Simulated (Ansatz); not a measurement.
An input for Ansatz 0.2.0 (NaVS2 (R-3m)):

```yaml
crystal:
  lattice:
    - [-2.88209304, -2.88209304, -5.42668893]
    - [-2.88209304, -5.42668893, -2.88209304]
    - [-5.42668893, -2.88209304, -2.88209304]
  atoms:
    - { symbol: Na, position: [0.5, 0.5, 0.5] }
    - { symbol: V, position: [0.0, 0.0, 0.0] }
    - { symbol: S, position: [0.26437887, 0.26437887, 0.26437887] }
    - { symbol: S, position: [0.73562113, 0.73562113, 0.73562113] }
kpoints:
  mp_grid: { grid: [12, 12, 12] }
  band_path:
    path:
      - [[0.0, 0.0, 0.0], [0.5, 0.5, 0.5], [0.81609925, 0.18390075, 0.5]]
      - [[0.5, -0.18390075, 0.18390075], [0.5, 0.0, 0.0], [0.0, 0.0, 0.0], [0.34195038, -0.34195038, 0.0]]
      - [[0.65804962, 0.0, 0.34195038], [0.5, 0.0, 0.5], [0.0, 0.0, 0.0]]
    npoints: 10
hamiltonian:
  xc: lda
  pseudopotentials: { kind: nc }
scf:
  occupations: { method: gaussian, width: 0.08 }
  n_extra_bands: 19
  max_iter: 150
output:
  eigenvalues: true
  forces: true
  stress: true
  fatbands: true
```

```sh
ansatz run input.yaml --threads 4 --pin off --max-ram 9216MiB --backend cpu --events-out ev --progress --plain --runs-dir out
```

**Question.** How long will it take on 4 threads of Arm Neoverse V2, shared host, and how much memory?

It took 30 s; on shared hardware allow 15 s to 60 s. Peak host memory was 1.4 GiB. The sizes that set the cost: 6793 plane waves a state, 189 irreducible k points and 11 SCF cycles.

[Paths, hosts, dates, memory and timing lines, banners, echoed tables and standing remarks are left out of the program output.]

[Logs are printed without paths, hosts, clocks, repeated set-up lines and the standing remarks that a program may print on its own settings, such as how far it seeks lower states.]

[Runs of the session that timed out or met a known fault of the program may be left out.]

[Hosts, paths, dates, database ids (printed as entryN), source tags and the programs' standing remarks are cut or masked in the printed files.]
